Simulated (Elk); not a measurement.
## GaP (F-43m): how ε∞ follows the gap

The empty bands of GaP (F-43m) are shifted up rigidly by Δ, and ε∞ is computed for each shift.

The structure is cubic, space group F-43m (No. 216). Conventional cell: a = 5.451 Å, b = 5.451 Å, c = 5.451 Å, α = 90.00°, β = 90.00°, γ = 90.00°. Ga on site a is surrounded by 4 P at 2.36 Å. P on site c has 4 Ga at 2.36 Å as nearest neighbours.

Method: Elk 11.2.3 (patched build), PBE, independent particles, k-mesh 11×11×11, Lorentzian half width 0.15 eV.

Launch of the response step: `OMP_NUM_THREADS=4 elk`. The series took 25 s in all, its band step included, on 4 threads of Intel(R) Xeon(R) Platinum 8488C (Sapphire Rapids), with other jobs on the host.

| Δ (eV) | ε∞ |
| --- | --- |
| 0.00 | 10.899 |
| 0.25 | 10.346 |
| 0.50 | 9.857 |
| 0.75 | 9.420 |
| 1.00 | 9.027 |
| 1.50 | 8.348 |
| 2.00 | 7.780 |
| 3.00 | ? |

With one effective transition at E₀ and fixed dipole strength, ε∞ − 1 = A/(E₀ + Δ), so 1/(ε∞ − 1) is linear in Δ.

Working, on the rows shown:

| x = Δ (eV) | y = 1/(ε∞ − 1) |
| --- | --- |
| 0 | 0.10102 |
| 0.25 | 0.106998 |
| 0.5 | 0.112905 |
| 0.75 | 0.118765 |
| 1 | 0.12458 |
| 1.5 | 0.136091 |
| 2 | 0.147493 |

Means: x̄ = 0.85714, ȳ = 0.12112. Σ(x − x̄)(y − ȳ) = 0.06925, Σ(x − x̄)² = 2.982. Slope = 0.06925 / 2.982 = 0.02322; intercept = ȳ − slope · x̄ = 0.10122. Turned back into ε∞, the line misses the rows shown by at most 0.019.

Question: Predict the last column of the withheld row from the fit.

Answer: At x = 3 the line gives y = 0.17088, that is 6.852. The run gave 6.881, so the extrapolation is off by 0.029, 0.7 % of the range in the table.

Refitted with all rows, the slope is 0.023 and the intercept 0.10137. These give E₀ = intercept/slope = 4.4 eV, far above the least direct gap of 1.82 eV: most of the screening comes from transitions well over the edge. Over the first step ε∞ falls by 20 % per eV. Excitons are left out and so are local fields; PBE gaps are as a rule too small. The values come from a sum over the points of one k-mesh and carry its error, which grows as the direct gap shrinks. Spin-orbit coupling is left out.
